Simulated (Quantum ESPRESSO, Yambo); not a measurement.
An input for Quantum ESPRESSO 7.5 (PtS2 (1T monolayer)):

```
&control
  calculation = 'scf'
  prefix = 'x'
  outdir = 'o'
  pseudo_dir = 'pseudo'
  tprnfor = .true.
  tstress = .true.
/
&system
  ibrav = 0
  nat = 3
  ntyp = 2
  ecutwfc = 76.0
  nbnd = 20
  force_symmorphic = .true.
/
&electrons
  conv_thr = 1e-10
  electron_maxstep = 80
  mixing_beta = 0.5
/
ATOMIC_SPECIES
  Pt 195.08 Pt.upf
  S 32.06 S.upf
CELL_PARAMETERS angstrom
  3.5735305101 -0.0000000000 0.0000000000
  -1.7867652550 3.0947682029 0.0000000000
  0.0000000000 0.0000000000 15.0000000000
ATOMIC_POSITIONS crystal
  Pt 0.0000000000 0.0000000000 0.5000000000
  S 0.3333333333 0.6666666667 0.5818569087
  S 0.6666666667 0.3333333333 0.4181430913
K_POINTS automatic
  12 12 1 0 0 0
```

```sh
OMP_NUM_THREADS=1 mpirun -n 8 pw.x -nk 8 -in pw.in > pw.out
```

Estimate wall time and host memory on 8 MPI ranks of Arm Neoverse V1, shared host.

It took 18 s; on shared hardware allow 9.2 s to 37 s. Peak host memory was 0.95 GiB.

[Paths, hosts, dates, memory and timing lines, banners, echoed tables and standing remarks are left out of the program output.]

[Logs are printed without paths, hosts, clocks, repeated set-up lines and the standing remarks that a program may print on its own settings, such as how far it seeks lower states.]

[Runs of the session that timed out or met a known fault of the program may be left out.]

[Hosts, paths, dates, database ids (printed as entryN), source tags and the programs' standing remarks are cut or masked in the printed files.]
